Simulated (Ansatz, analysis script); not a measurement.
# Energy of a turned moment in MnS

How well does a Heisenberg term describe MnS? One moment is turned under a constraint.

Main program and level: Ansatz 0.2.0; PBEsol with U = 4 eV on Mn d (ortho-atomic projectors), PAW set soft_1 (files made for PBE).

The database entry behind the starting cell differs from later determinations by our own check (an axis about 0.2 % short against later determinations), so it need not match the best structure at ambient conditions.

**1. Starting point**

It takes space group Fm-3m (No. 225, cubic). Conventional cell: a = 5.209 Å, b = 5.209 Å, c = 5.209 Å, α = 90.00°, β = 90.00°, γ = 90.00°. Nearest to Mn lie 6 S at 2.60 Å. Nearest to S lie 6 Mn at 2.60 Å. Farther neighbours and most contacts between anions are not listed.

The cell of this run holds 4 atoms, 2 of them with a starting moment; values «a cell» refer to the cell of the run in question.

**2. Collinear start 1: antiferro q=(0,1/2,1/2) +-**

The order that a run ends on hangs on its start, so several orders are typed and the lowest is carried on. The program's own search can turn an unstable start over.

Input file input.yaml:

```yaml
crystal:
  lattice:
    - [0.0, 2.6045, 2.6045]
    - [5.209, 0.0, 5.209]
    - [5.209, 2.6045, 2.6045]
  atoms:
    - { symbol: Mn, position: [0.0, 0.0, 0.0], spin: 4.5 }
    - { symbol: Mn, position: [0.0, 0.5, 0.0], spin: -4.5 }
    - { symbol: S, position: [0.5, 0.0, 0.5] }
    - { symbol: S, position: [0.5, 0.5, 0.5] }
magnetization:
  spin_polarized: true
kpoints:
  mp_grid: { grid: [6, 6, 6] }
hamiltonian:
  xc: pbesol
  hubbard:
    projectors: ortho-atomic
    sites: [{ species: Mn, l: d, u_eff: 4.0 }]
  pseudopotentials: { kind: paw, azcp: { folder: soft_1 }, xc_functional: pbe }
scf:
  occupations: { method: fermi_dirac, width: 0.05 }
  max_iter: 120
  convergence: { dr2_threshold: 1.0e-08 }
output:
  write_density: true
  write_potential: true
  elf: true
  volumetric_format: npy
```

Started as:

```console
> ansatz run input.yaml --threads 4 --pin off --max-ram 8192MiB --backend cpu --events-out ev --progress --plain --runs-dir out
```

Numbers of over 12 decimals in the logs are rounded to 6 here.

Log:

```text
Engine: ansatz 0.2.0, aarch64-unknown-linux-gnu
Pseudopotentials: kind: paw
Pseudopotential: Mn, paw, valence charge 15, recommended cutoff 420 eV (normal), soft_1/Mn.paw.azcp
Pseudopotential: S, paw, valence charge 6, recommended cutoff 420 eV (normal), soft_1/S.paw.azcp
Functional definition: PBEsol
  exchange = pbesol_x
  correlation = pbesol_c
Crystal: 4 atoms, lattice volume = 70.670 Å³
Basis set: ecut = 420 eV, 1393 PW (Γ)
Bands: 31, of which v1, the nominal top of the filled ones, is band 21 counted from 1 (20 counted from 0)
Symmetry: 16 space group operations
Space group: P4/mmm (ITA 123), of the structure as read, at distance tolerance 4.1e-5 Å
Magnetic group: BNS 123.350 (UNI 1010), of the structure as read, at distance tolerance 4.1e-5 Å
k-points: 40 of 216
Non-local potential: Mn, projectors of the file, l = 0: 3, l = 1: 2, l = 2: 3, l = 3: 1
Non-local potential: S, projectors of the file, l = 0: 2, l = 1: 2, l = 2: 1
PAW form: soft (Blöchl's): semilocal exchange-correlation on the pseudo side does not see the compensation charge
PAW frozen core: Mn, regenerated for the run's functional, and the local potential with it (the file was generated under x = pbe(κ = 0.804, μ = 0.219515), c = pbe(β = 0.066725))
PAW frozen core: S, regenerated for the run's functional, and the local potential with it (the file was generated under x = pbe(κ = 0.804, μ = 0.219515), c = pbe(β = 0.066725))
PAW one-centre angular grid: Mn, 590 points (default); XC on 64 Gauss nodes
PAW one-centre angular grid: S, 110 points (default); XC on 64 Gauss nodes
Initial density: superposition of atomic densities (chi_scale 0.1, normalization cell, long waves kept (reshape's long-wave potential 0.00 eV rms))
Starting moments: Σ|m| = 9 μB on 2 of 4 sites
Starting magnetic order: antiferromagnet; a translation exchanges its spin sublattices: spin-degenerate at every k-point
Initial wavefunctions: pseudopotential atomic-orbital guess
Functional: x = pbesol(κ = 0.804, μ = 0.123457), c = pbesol(β = 0.046)
SCF iter   1: F=—  HF=-9507.245858 eV  |F-HF|=—  |Δ(HF+E_count)|=         —  Δρ=4.59e-2 (↑4.59e-2 ↓4.59e-2)  dr2=3.53e0  dr2_m=3.40e-1  M=0.000 μB ∫|m|=9.462 μB  β_m=1.00  ethr=3.10e-3  ⟨swp⟩=5.8  Hψ=5332  notcnv=0
preconditioner: auto → Resta (q_TF=auto, 2.502 Å⁻¹)  ε∞=6.7  [insulator: Δε(μ)=0.400 eV  Ē_g=9.438 eV  σ=0.050 eV  W_gap=0.96  n_scr=20 (ndim 8)  ℏωp=22.5 eV  f_vac=0.000  D(μ)=0.04/eV (n_scr^D=0)  ε∞_Penn≈6.7]
spin=Collinear: Resta preconditioning applied to the charge; magnetization (m = ρ↑ − ρ↓) channel mixes plain (no charge-response kernel on spin).
SCF iter   2: F=—  HF=-9507.072832 eV  |F-HF|=—  |Δ(HF+E_count)|=   1.73e-1  Δρ=1.80e-2 (↑1.80e-2 ↓1.80e-2)  dr2=6.27e-1  dr2_m=3.54e-2  M=0.000 μB ∫|m|=9.607 μB  β_m=1.00  ethr=3.10e-3  ⟨swp⟩=2.6  Hψ=2588  notcnv=0  defer=90
SCF iter   3: F=—  HF=-9507.121874 eV  |F-HF|=—  |Δ(HF+E_count)|=   4.90e-2  Δρ=6.46e-3 (↑6.46e-3 ↓6.46e-3)  dr2=9.02e-2  dr2_m=2.78e-3  M=0.000 μB ∫|m|=9.659 μB  β_m=1.00  ethr=1.49e-3  ⟨swp⟩=2.2  Hψ=1883  notcnv=0  defer=94
SCF iter   4: F=—  HF=-9507.199490 eV  |F-HF|=—  |Δ(HF+E_count)|=   7.76e-2  Δρ=3.17e-3 (↑3.17e-3 ↓3.17e-3)  dr2=1.63e-2  dr2_m=9.71e-4  M=0.000 μB ∫|m|=9.691 μB  β_m=1.00  ethr=2.15e-4  ⟨swp⟩=2.6  Hψ=2312  notcnv=0  defer=113
SCF iter   5: F=—  HF=-9507.259064 eV  |F-HF|=—  |Δ(HF+E_count)|=   5.96e-2  Δρ=1.25e-3 (↑1.25e-3 ↓1.25e-3)  dr2=2.95e-3  dr2_m=7.18e-5  M=0.000 μB ∫|m|=9.699 μB  β_m=0.30  ethr=3.87e-5  ⟨swp⟩=2.1  Hψ=1928  notcnv=0  defer=113
Mixer restart at iter 5: flushing history
spin-set hold released at iteration 5 (site moments contracting): the magnetisation degrees of freedom join the quasi-Newton model from the next iteration; the mixer history was flushed
SCF iter   6: F=—  HF=-9507.281372 eV  |F-HF|=—  |Δ(HF+E_count)|=   2.23e-2  Δρ=1.04e-3 (↑1.04e-3 ↓1.04e-3)  dr2=2.14e-3  dr2_m=3.53e-5  M=0.000 μB ∫|m|=9.700 μB  β_m=0.65  ethr=7.02e-6  ⟨swp⟩=1.9  Hψ=1217  notcnv=0  defer=113
SCF iter   7: F=—  HF=-9507.303136 eV  |F-HF|=—  |Δ(HF+E_count)|=   2.18e-2  Δρ=3.78e-4 (↑3.78e-4 ↓3.78e-4)  dr2=1.98e-4  dr2_m=1.62e-5  M=0.000 μB ∫|m|=9.700 μB  β_m=0.57  ethr=5.09e-6  ⟨swp⟩=2.0  Hψ=2167  notcnv=0  defer=113
SCF iter   8: F=—  HF=-9507.303104 eV  |F-HF|=—  |Δ(HF+E_count)|=   3.18e-5  Δρ=1.02e-4 (↑1.02e-4 ↓1.02e-4)  dr2=1.41e-5  dr2_m=1.99e-6  M=0.000 μB ∫|m|=9.700 μB  β_m=0.79  ethr=4.71e-7  ⟨swp⟩=2.0  Hψ=1863  notcnv=0  defer=113
SCF iter   9: F=—  HF=-9507.303131 eV  |F-HF|=—  |Δ(HF+E_count)|=   2.72e-5  Δρ=4.89e-5 (↑4.89e-5 ↓4.89e-5)  dr2=5.89e-6  dr2_m=1.33e-7  M=0.000 μB ∫|m|=9.700 μB  β_m=0.89  ethr=3.36e-8  ⟨swp⟩=2.0  Hψ=1899  notcnv=0  defer=113
SCF iter  10: F=—  HF=-9507.303132 eV  |F-HF|=—  |Δ(HF+E_count)|=   1.18e-6  Δρ=1.26e-5 (↑1.26e-5 ↓1.26e-5)  dr2=2.04e-7  dr2_m=2.35e-8  M=0.000 μB ∫|m|=9.700 μB  β_m=0.95  ethr=1.40e-8  ⟨swp⟩=2.1  Hψ=1606  notcnv=0  defer=113
SCF iter  11: F=—  HF=-9507.303132 eV  |F-HF|=—  |Δ(HF+E_count)|=   1.97e-7  Δρ=4.22e-6 (↑4.22e-6 ↓4.22e-6)  dr2=3.67e-8  dr2_m=7.43e-10  M=0.000 μB ∫|m|=9.700 μB  β_m=0.97  ethr=4.87e-10  ⟨swp⟩=2.0  Hψ=1562  notcnv=0  defer=113
SCF iter  12: F=-9507.303132 eV  HF=-9507.303132 eV  |F-HF|=3.38e-10  |Δ(HF+E_count)|=   1.56e-8  Δρ=6.84e-7 (↑6.84e-7 ↓6.84e-7)  dr2=8.95e-10  dr2_m=4.07e-11  M=0.000 μB ∫|m|=9.700 μB  ethr=2.38e-11  ⟨swp⟩=8.9  Hψ=4369  notcnv=0
SCF 1 converged in 12 iterations: F = -9507.303132 eV  dr2 = 8.95e-10
  greatest PAW one-centre occupation: 1.000 electrons in one spin orbital (limit 2), on the Mn atom at site 1 (counted from 0), in its partial waves of l = 1
SCF converged after 12 iterations
Magnetization: 0.0000 μB (21.0000 up, 21.0000 down)
Absolute magnetization: 9.6997 μB (∫|ρ↑−ρ↓|, with the PAW one-centre terms)
Spin contamination: 4.9922 ħ² per cell (⟨S²⟩ above its minimum at these occupations)
Per-site moments (μB) at R_I (Å): [(4.468607, 1.074356), (-4.468607, 1.074356), (-0.036788, 1.074356), (0.036788, 1.074356)]
Free energy (F): -9507.303132 eV
Harris-Foulkes:  -9507.303132 eV  (|F-HF|=3.38e-10)
Internal energy: -9507.303124 eV  (E = F + TS)
E sigma→0 (E₀):  -9507.303128 eV
Entropy (-TS):   -0.000008 eV (-0.002 meV/atom)
Fermi energy:    10.447137 eV
--- Per-component energies (eV) ---
  E_band       = -623.595708
  E_kinetic    = 835.370390
  E_local      = -5365.864502  (includes V_loc(G=0)·N_el)
  E_nonlocal   = 1005.870586
  E_hartree    = 2042.885605
  E_xc         = -387.634482
  E_vxc        = -436.548036  (∫ρ·V_xc dr)
  E_hubbard    = 1.192309  (on-site DFT+U / exact-exchange correction)
  E_vhub       = -18.692165  (the Hubbard potential's part of the band-sum identity)
  E_paw        = -3789.358070  (= ΣΔE_a)
  E_vpaw       = -729.501034  (= ΣTr[D̂ρ^β])
  E_aug_tail   = 0.000191  (compensation charges beyond the density's cutoff)
  E_ewald      = -3850.228351
  E_core_change = 0.463200  (= ΣΔE_core)
  E_smearing   = -0.000008  (= −TS)
  E_closure    = -0.000000  (closes the sum)
  Σ components = -9507.303132   (vs F -9507.303132, Δ=0.00e0)
--- Band table (eV; the first three rows and the last of 80) ---
  k-point 0 ↑: bands = [... 17 lower, 7.0200, 8.6661, 8.6661, 8.6665, 11.2001, 11.4284, 12.1392, 12.5776, ... 6 higher]
  k-point 1 ↑: bands = [... 17 lower, 7.1936, 7.3956, 8.6787, 8.7439, 11.8582, 12.3025, 12.5745, 12.8228, ... 6 higher]
  k-point 2 ↑: bands = [... 17 lower, 7.1484, 7.6675, 9.2706, 9.2913, 12.6012, 12.7841, 13.1456, 13.6087, ... 6 higher]
  k-point 39 ↓: bands = [... 17 lower, 6.2298, 6.4137, 6.4137, 7.1200, 12.3911, 12.7609, 12.7609, 12.9795, ... 6 higher]
Occupation matrices written to <dir>
```

Run time: 2.6 s. Hardware: 4 threads of Arm Neoverse V1, shared host; peak memory 0.5 GiB.

It ends antiferromagnetic, with 4.47 μB on the largest site.

**3. Collinear start 2: antiferro q=(0,0,1/2) +-**

The density is converged from the given moments; the state reached depends on that start.

This run holds the same structure in another cell (b 7.367 → 3.683 Å, c 6.380 → 7.367 Å, α 30.0 → 60.0°, β 54.7 → 60.0°).

input.yaml, the sections that differ from step 2:

```yaml
crystal:
  lattice:
    - [0.0, 2.6045, 2.6045]
    - [2.6045, 0.0, 2.6045]
    - [5.209, 5.209, 0.0]
  atoms:
    - { symbol: Mn, position: [0.0, 0.0, 0.0], spin: 4.5 }
    - { symbol: Mn, position: [0.0, 0.0, 0.5], spin: -4.5 }
    - { symbol: S, position: [0.5, 0.5, 0.25] }
    - { symbol: S, position: [0.5, 0.5, 0.75] }
kpoints:
  mp_grid: { grid: [6, 6, 3] }
# magnetization, hamiltonian, scf: as in step 2
# output: removed
```

Log:

```text
[...]
Crystal: 4 atoms, lattice volume = 70.670 Å³
Basis set: ecut = 420 eV, 1401 PW (Γ)
Bands: 31, of which v1, the nominal top of the filled ones, is band 21 counted from 1 (20 counted from 0)
Symmetry: 12 space group operations
[...]
k-points: 16 of 108
[...]
Starting moments: Σ|m| = 9 μB on 2 of 4 sites
[...]
Absolute magnetization: 9.4461 μB (∫|ρ↑−ρ↓|, with the PAW one-centre terms)
[...]
Per-site moments (μB) at R_I (Å): [(4.408049, 1.074356), (-4.408049, 1.074356), (1.5917301553570063e-16, 1.074356), (-1.6572279656369653e-16, 1.074356)]
Free energy (F): -9507.372829 eV
[...]
Internal energy: -9507.372829 eV  (E = F + TS)
E sigma→0 (E₀):  -9507.372829 eV
Fermi energy:    10.412669 eV
[...]
Occupation matrices written to <dir>
[key lines of the parts left out:]
SCF converged after 12 iterations
Magnetization: 0.0000 μB (21.0000 up, 21.0000 down)
```

The job ended after 1.3 s (4 threads; peak memory 0.37 GiB).

It ends antiferromagnetic, with 4.41 μB on the largest site.

**4. Which start is lowest**

```
               typed order  atoms        final state  energy (meV/atom)  largest moment (μB)
antiferro q=(0,1/2,1/2) +-      4  antiferromagnetic              17.42                 4.47
  antiferro q=(0,0,1/2) +-      4  antiferromagnetic               0.00                 4.41
```

The session goes on from the lowest state with moments found, typed antiferro q=(0,0,1/2) +-.

Spin moment in the atom's sphere by atom:

```
atom  spin moment in the atom's sphere (μB)
 Mn1                                   4.41
 Mn2                                  -4.41
  S3                                   0.00
  S4                                   0.00
```

Tables count atoms from 1; parts of the log count from 0.

(Part 1 of 2 ends here.)

[Logs and program files are shortened in this print: banners, set-up blocks, solver, clock and traceback lines can be left out without a mark of their own.]

[Logs are printed without paths, hosts, clocks, repeated set-up lines and the standing remarks that a program may print on its own settings, such as how far it seeks lower states.]

[Hosts, paths, dates, database ids (printed as entryN), source tags and the programs' standing remarks are cut or masked in the printed files.]
